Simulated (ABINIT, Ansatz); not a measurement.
# Al3W (Pm-3m): zone-centre phonons, part 2 of 3

Which modes does Al3W (Pm-3m) have at the zone centre?

ABINIT 10.8.3; DFT PBEsol, scalar-relativistic, plane waves, PseudoDojo norm-conserving pseudopotentials.

So far. Step 4 (Linear response at Γ): The acoustic modes at Γ come out as far as 4.0 cm⁻¹ from zero, where they should vanish, a small numerical error. The relaxed cell has a = 3.913 Å (conventional setting).

The structure was built from a prototype and need not be the compound's stable phase.

### Step 5. Modes with the sum rule

anaddb reads the merged derivatives and imposes the acoustic sum rule.

anaddb.abi

```
ddb_filepath "gamma_DDB"
output_file "anaddb.abo"
outdata_prefix "anaddb"
asr 1
chneut 1
enunit 2
eivec 1
nph1l 1
qph1l 0.0 0.0 0.0 1.0
```

mrgddb.in

```
gamma_DDB
merged
2
dfpt_gammao_DDB
gso_DDB
```

Command:

```bash
> mrgddb < mrgddb.in > mrgddb.log
> OMP_NUM_THREADS=1 anaddb anaddb.abi > anaddb.log
```

anaddb.abo, the main output file:

```text
-outvars_anaddb: echo values of input variables ----------------------

 Miscellaneous information :
      enunit         2
       eivec         1
         asr         1
 First list of wavevector (reduced coord.) :
       nph1l         1
       qph1l
                     0.00000000E+00  0.00000000E+00  0.00000000E+00    1.000E+00

================================================================================

 read the DDB information and perform some checks

  ==== Info on the Cryst% object ====
 Real(R)+Recip(G) space primitive vectors, cartesian coordinates (Bohr,Bohr^-1):
 R(1)=  7.3945575  0.0000000  0.0000000  G(1)=  0.1352346  0.0000000  0.0000000
 R(2)=  0.0000000  7.3945575  0.0000000  G(2)=  0.0000000  0.1352346  0.0000000
 R(3)=  0.0000000  0.0000000  7.3945575  G(3)=  0.0000000  0.0000000  0.1352346
 Unit cell volume ucvol=  4.0433056E+02 bohr^3
 Angles (23,13,12)=  9.00000000E+01  9.00000000E+01  9.00000000E+01 degrees
 Time-reversal symmetry is present
 Reduced atomic positions [iatom, xred, symbol]:
    1)    0.0000000  0.0000000  0.0000000   W
    2)    0.0000000  0.5000000  0.5000000  Al
    3)    0.5000000  0.0000000  0.5000000  Al
    4)    0.5000000  0.5000000  0.0000000  Al

 DDB file with 3 blocks has been read.

================================================================================

 Treat the first list of vectors

  Phonon wavevector (reduced coordinates) :  0.00000  0.00000  0.00000
 Phonon energies in Hartree :
   0.000000E+00  0.000000E+00  0.000000E+00  8.661522E-04  8.661522E-04
   8.661522E-04  1.264760E-03  1.264760E-03  1.264760E-03  1.607328E-03
   1.607328E-03  1.607328E-03
 Phonon energies in meV     :
-  0.000000E+00  0.000000E+00  0.000000E+00  2.356920E+01  2.356920E+01
-  2.356920E+01  3.441587E+01  3.441587E+01  3.441587E+01  4.373762E+01
-  4.373762E+01  4.373762E+01
 Phonon frequencies in cm-1    :
-  0.000000E+00  0.000000E+00  0.000000E+00  1.900984E+02  1.900984E+02
-  1.900984E+02  2.775827E+02  2.775827E+02  2.775827E+02  3.527677E+02
-  3.527677E+02  3.527677E+02
 Phonon frequencies in Thz     :
-  0.000000E+00  0.000000E+00  0.000000E+00  5.699008E+00  5.699008E+00
-  5.699008E+00  8.321721E+00  8.321721E+00  8.321721E+00  1.057571E+01
-  1.057571E+01  1.057571E+01
 Phonon energies in Kelvin  :
-  0.000000E+00  0.000000E+00  0.000000E+00  2.735092E+02  2.735092E+02
-  2.735092E+02  3.993796E+02  3.993796E+02  3.993796E+02  5.075540E+02
-  5.075540E+02  5.075540E+02

 Eigendisplacements
 (will be given, for each mode : in cartesian coordinates
   for each atom the real part of the displacement vector,
   then the imaginary part of the displacement vector - absolute values smaller than 1.0d-7 are set to zero)
  Mode number    1   Energy    0.000000E+00
 Attention : low frequency mode.
   (Could be unstable or acoustic mode)
-  1  0.00000000E+00  0.00000000E+00 -1.43934653E-03
-     0.00000000E+00  0.00000000E+00  0.00000000E+00
-  2  0.00000000E+00  0.00000000E+00 -1.43934659E-03
-     0.00000000E+00  0.00000000E+00  0.00000000E+00
-  3  0.00000000E+00  0.00000000E+00 -1.43934659E-03
-     0.00000000E+00  0.00000000E+00  0.00000000E+00
-  4  0.00000000E+00  0.00000000E+00 -1.43934667E-03
-     0.00000000E+00  0.00000000E+00  0.00000000E+00
  Mode number    2   Energy    0.000000E+00
 Attention : low frequency mode.
   (Could be unstable or acoustic mode)
-  1  0.00000000E+00 -1.43934653E-03  0.00000000E+00
-     0.00000000E+00  0.00000000E+00  0.00000000E+00
-  2  0.00000000E+00 -1.43934659E-03  0.00000000E+00
-     0.00000000E+00  0.00000000E+00  0.00000000E+00
-  3  0.00000000E+00 -1.43934667E-03  0.00000000E+00
-     0.00000000E+00  0.00000000E+00  0.00000000E+00
-  4  0.00000000E+00 -1.43934659E-03  0.00000000E+00
-     0.00000000E+00  0.00000000E+00  0.00000000E+00
  Mode number    3   Energy    0.000000E+00
 Attention : low frequency mode.
   (Could be unstable or acoustic mode)
-  1  1.43934653E-03  0.00000000E+00  0.00000000E+00
-     0.00000000E+00  0.00000000E+00  0.00000000E+00
-  2  1.43934667E-03  0.00000000E+00  0.00000000E+00
-     0.00000000E+00  0.00000000E+00  0.00000000E+00
-  3  1.43934659E-03  0.00000000E+00  0.00000000E+00
-     0.00000000E+00  0.00000000E+00  0.00000000E+00
-  4  1.43934659E-03  0.00000000E+00  0.00000000E+00
-     0.00000000E+00  0.00000000E+00  0.00000000E+00
  Mode number    4   Energy    8.661522E-04
-  1  0.00000000E+00  0.00000000E+00  9.30180454E-04
-     0.00000000E+00  0.00000000E+00  0.00000000E+00
-  2  0.00000000E+00  0.00000000E+00 -1.69534802E-03
-     0.00000000E+00  0.00000000E+00  0.00000000E+00
-  3  0.00000000E+00  0.00000000E+00 -1.69534802E-03
-     0.00000000E+00  0.00000000E+00  0.00000000E+00
-  4  0.00000000E+00  0.00000000E+00 -2.94747706E-03
-     0.00000000E+00  0.00000000E+00  0.00000000E+00
  Mode number    5   Energy    8.661522E-04
-  1  0.00000000E+00  9.30180454E-04  0.00000000E+00
-     0.00000000E+00  0.00000000E+00  0.00000000E+00
-  2  0.00000000E+00 -1.69534802E-03  0.00000000E+00
-     0.00000000E+00  0.00000000E+00  0.00000000E+00
-  3  0.00000000E+00 -2.94747706E-03  0.00000000E+00
-     0.00000000E+00  0.00000000E+00  0.00000000E+00
-  4  0.00000000E+00 -1.69534802E-03  0.00000000E+00
-     0.00000000E+00  0.00000000E+00  0.00000000E+00
  Mode number    6   Energy    8.661522E-04
-  1  9.30180454E-04  0.00000000E+00  0.00000000E+00
-     0.00000000E+00  0.00000000E+00  0.00000000E+00
-  2 -2.94747706E-03  0.00000000E+00  0.00000000E+00
-     0.00000000E+00  0.00000000E+00  0.00000000E+00
-  3 -1.69534802E-03  0.00000000E+00  0.00000000E+00
-     0.00000000E+00  0.00000000E+00  0.00000000E+00
-  4 -1.69534802E-03  0.00000000E+00  0.00000000E+00
-     0.00000000E+00  0.00000000E+00  0.00000000E+00
  Mode number    7   Energy    1.264760E-03
-  1  0.00000000E+00  0.00000000E+00  0.00000000E+00
-     0.00000000E+00  0.00000000E+00  0.00000000E+00
-  2  0.00000000E+00  0.00000000E+00  3.18839113E-03
-     0.00000000E+00  0.00000000E+00  0.00000000E+00
-  3  0.00000000E+00  0.00000000E+00 -3.18839113E-03
-     0.00000000E+00  0.00000000E+00  0.00000000E+00
-  4  0.00000000E+00  0.00000000E+00  0.00000000E+00
-     0.00000000E+00  0.00000000E+00  0.00000000E+00
  Mode number    8   Energy    1.264760E-03
-  1  0.00000000E+00  0.00000000E+00  0.00000000E+00
-     0.00000000E+00  0.00000000E+00  0.00000000E+00
-  2  0.00000000E+00  3.18839113E-03  0.00000000E+00
-     0.00000000E+00  0.00000000E+00  0.00000000E+00
-  3  0.00000000E+00  0.00000000E+00  0.00000000E+00
-     0.00000000E+00  0.00000000E+00  0.00000000E+00
-  4  0.00000000E+00 -3.18839113E-03  0.00000000E+00
-     0.00000000E+00  0.00000000E+00  0.00000000E+00
  Mode number    9   Energy    1.264760E-03
-  1  0.00000000E+00  0.00000000E+00  0.00000000E+00
-     0.00000000E+00  0.00000000E+00  0.00000000E+00
-  2  0.00000000E+00  0.00000000E+00  0.00000000E+00
-     0.00000000E+00  0.00000000E+00  0.00000000E+00
-  3 -3.18839113E-03  0.00000000E+00  0.00000000E+00
-     0.00000000E+00  0.00000000E+00  0.00000000E+00
-  4  3.18839113E-03  0.00000000E+00  0.00000000E+00
-     0.00000000E+00  0.00000000E+00  0.00000000E+00
  Mode number   10   Energy    1.607328E-03
-  1  0.00000000E+00  0.00000000E+00  2.16543120E-04
-     0.00000000E+00  0.00000000E+00  0.00000000E+00
-  2  0.00000000E+00  0.00000000E+00 -2.28471321E-03
-     0.00000000E+00  0.00000000E+00  0.00000000E+00
-  3  0.00000000E+00  0.00000000E+00 -2.28471321E-03
-     0.00000000E+00  0.00000000E+00  0.00000000E+00
-  4  0.00000000E+00  0.00000000E+00  3.09391922E-03
-     0.00000000E+00  0.00000000E+00  0.00000000E+00
  Mode number   11   Energy    1.607328E-03
-  1  0.00000000E+00  2.16543120E-04  0.00000000E+00
-     0.00000000E+00  0.00000000E+00  0.00000000E+00
-  2  0.00000000E+00 -2.28471321E-03  0.00000000E+00
-     0.00000000E+00  0.00000000E+00  0.00000000E+00
-  3  0.00000000E+00  3.09391922E-03  0.00000000E+00
-     0.00000000E+00  0.00000000E+00  0.00000000E+00
-  4  0.00000000E+00 -2.28471321E-03  0.00000000E+00
-     0.00000000E+00  0.00000000E+00  0.00000000E+00
  Mode number   12   Energy    1.607328E-03
-  1  2.16543120E-04  0.00000000E+00  0.00000000E+00
-     0.00000000E+00  0.00000000E+00  0.00000000E+00
-  2  3.09391922E-03  0.00000000E+00  0.00000000E+00
-     0.00000000E+00  0.00000000E+00  0.00000000E+00
-  3 -2.28471321E-03  0.00000000E+00  0.00000000E+00
-     0.00000000E+00  0.00000000E+00  0.00000000E+00
-  4 -2.28471321E-03  0.00000000E+00  0.00000000E+00
-     0.00000000E+00  0.00000000E+00  0.00000000E+00

 Analysis of degeneracies and characters (maximum tolerance=1.00E-06 a.u.)
 For each vibration mode, or group of modes if degenerate,
 the characters are given for each symmetry operation (see the list in the log file).
 Symmetry characters of vibration mode #   1
       degenerate with vibration modes #   2 to    3
  3.0 -3.0 -1.0  1.0 -1.0  1.0 -1.0  1.0  1.0 -1.0 -1.0  1.0  1.0 -1.0 -1.0  1.0
 -0.0  0.0 -0.0  0.0  0.0 -0.0  0.0 -0.0  1.0 -1.0 -1.0  1.0 -1.0  1.0  1.0 -1.0
 -0.0  0.0  0.0 -0.0  0.0 -0.0 -0.0  0.0  1.0 -1.0  1.0 -1.0 -1.0  1.0 -1.0  1.0
 Symmetry characters of vibration mode #   4
       degenerate with vibration modes #   5 to    6
  3.0 -3.0 -1.0  1.0 -1.0  1.0 -1.0  1.0  1.0 -1.0 -1.0  1.0  1.0 -1.0 -1.0  1.0
  0.0 -0.0  0.0 -0.0 -0.0  0.0 -0.0  0.0  1.0 -1.0 -1.0  1.0 -1.0  1.0  1.0 -1.0
  0.0 -0.0 -0.0  0.0 -0.0  0.0  0.0 -0.0  1.0 -1.0  1.0 -1.0 -1.0  1.0 -1.0  1.0
 Symmetry characters of vibration mode #   7
       degenerate with vibration modes #   8 to    9
  3.0 -3.0 -1.0  1.0 -1.0  1.0 -1.0  1.0 -1.0  1.0  1.0 -1.0 -1.0  1.0  1.0 -1.0
 -0.0  0.0 -0.0  0.0  0.0 -0.0  0.0 -0.0 -1.0  1.0  1.0 -1.0  1.0 -1.0 -1.0  1.0
 -0.0  0.0  0.0 -0.0  0.0 -0.0 -0.0  0.0 -1.0  1.0 -1.0  1.0  1.0 -1.0  1.0 -1.0
 Symmetry characters of vibration mode #  10
       degenerate with vibration modes #  11 to   12
  3.0 -3.0 -1.0  1.0 -1.0  1.0 -1.0  1.0  1.0 -1.0 -1.0  1.0  1.0 -1.0 -1.0  1.0
 -0.0  0.0  0.0 -0.0 -0.0  0.0  0.0 -0.0  1.0 -1.0 -1.0  1.0 -1.0  1.0  1.0 -1.0
 -0.0  0.0 -0.0  0.0  0.0 -0.0  0.0 -0.0  1.0 -1.0  1.0 -1.0 -1.0  1.0 -1.0  1.0
-
```

It took 0.75 s on 1 thread of Intel Xeon at 2.70GHz, shared host.

No LO-TO term; unit eigenvectors of the mass-weighted matrix, from anaddb's displacements. Modes at Γ, with each element's share of the kinetic energy:

| mode | frequency (cm⁻¹) | symmetry | W % | Al % |
| --- | --- | --- | --- | --- |
| 1 | 0.0 | acoustic | 69 | 31 |
| 2 | 0.0 | acoustic | 69 | 31 |
| 3 | 0.0 | acoustic | 69 | 31 |
| 4 | 190.1 | T1u | 29 | 71 |
| 5 | 190.1 | T1u | 29 | 71 |
| 6 | 190.1 | T1u | 29 | 71 |
| 7 | 277.6 | T2u | 0 | 100 |
| 8 | 277.6 | T2u | 0 | 100 |
| 9 | 277.6 | T2u | 0 | 100 |
| 10 | 352.8 | T1u | 2 | 98 |
| 11 | 352.8 | T1u | 2 | 98 |
| 12 | 352.8 | T1u | 2 | 98 |

Displacements in mode 4 (190.1 cm⁻¹), the largest set to 1:
```
W1   0.00  0.00  0.32
Al2  0.00  0.00 -0.58
Al3  0.00  0.00 -0.58
Al4  0.00  0.00 -1.00
```

Displacements in mode 7 (277.6 cm⁻¹), the largest set to 1:
```
W1   0.00  0.00  0.00
Al2  0.00  0.00  1.00
Al3  0.00  0.00 -1.00
Al4  0.00  0.00  0.00
```

The rule moves no optical mode by more than 0.1 cm⁻¹.

(Continued in part 3 of 3.)

[Host names and launcher messages were left out of these logs when they were recorded.]

[Logs are printed without paths, hosts, clocks, repeated set-up lines and the standing remarks that a program may print on its own settings, such as how far it seeks lower states.]

[Hosts, paths, dates, database ids (printed as entryN), source tags and the programs' standing remarks are cut or masked in the printed files.]
